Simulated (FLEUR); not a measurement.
Records of electronic-structure calculations.

```
MnF2: which magnetic order is lowest
1.0
     4.87380    0.00000    0.00000
     0.00000    4.87380    0.00000
     0.00000    0.00000    3.31070
Mn F
2 4
Direct
  0.00000 0.00000 0.00000
  0.50000 0.50000 0.50000
  0.30530 0.30530 0.00000
  0.19470 0.80530 0.50000
  0.69470 0.69470 0.00000
  0.80530 0.19470 0.50000
# method: LDA (VWN) with U = 5.9 eV, J = 0.9 eV on Mn d; all-electron FLAPW, Dirac cores, scalar-relativistic bands
# program: FLEUR MaX-R8.1
# settings of one run: kmax 4.29 1/bohr, gmax 12.9 1/bohr, muffin tin radii Mn: 2.48, F: 1.4 bohr, lmax Mn: [10, 8], F: [6, 4], hist occupations, smearing width 0.03 eV, mixer Anderson, mixing 0.05, max iterations 130, stop 0.0001 me/bohr³, collinear spin, 6×6×6 k-mesh, double counting FLL, mesh matched on, starting moments 4.5 -4.5 0 0 0 0 μB
# cost: 4 runs, 2.2 min in all on 4 MPI ranks of Intel Xeon 6975P-C (Granite Rapids), shared host (the runs of this entry)
# notes: This is the lowest of 3 finished starts, no proof of the ground state.
# lowest state found: antiferromagnetic (initial antiferro +-)
# largest site spin moment: 4.72 μB
# next finished state: ferromagnetic, 15.4 meV a seeded atom higher
# spinless run over the lowest (under a U no clean measure of the moments): 5049 meV a seeded atom
```

[Logs and program files are shortened in this print: banners, set-up blocks, solver, clock and traceback lines can be left out without a mark of their own.]

[Logs are printed without paths, hosts, clocks, repeated set-up lines and the standing remarks that a program may print on its own settings, such as how far it seeks lower states.]

[Hosts, paths, dates, database ids (printed as entryN), source tags and the programs' standing remarks are cut or masked in the printed files.]

[Where a cell is said to come from a database of computed structures, the database is the Materials Project.]
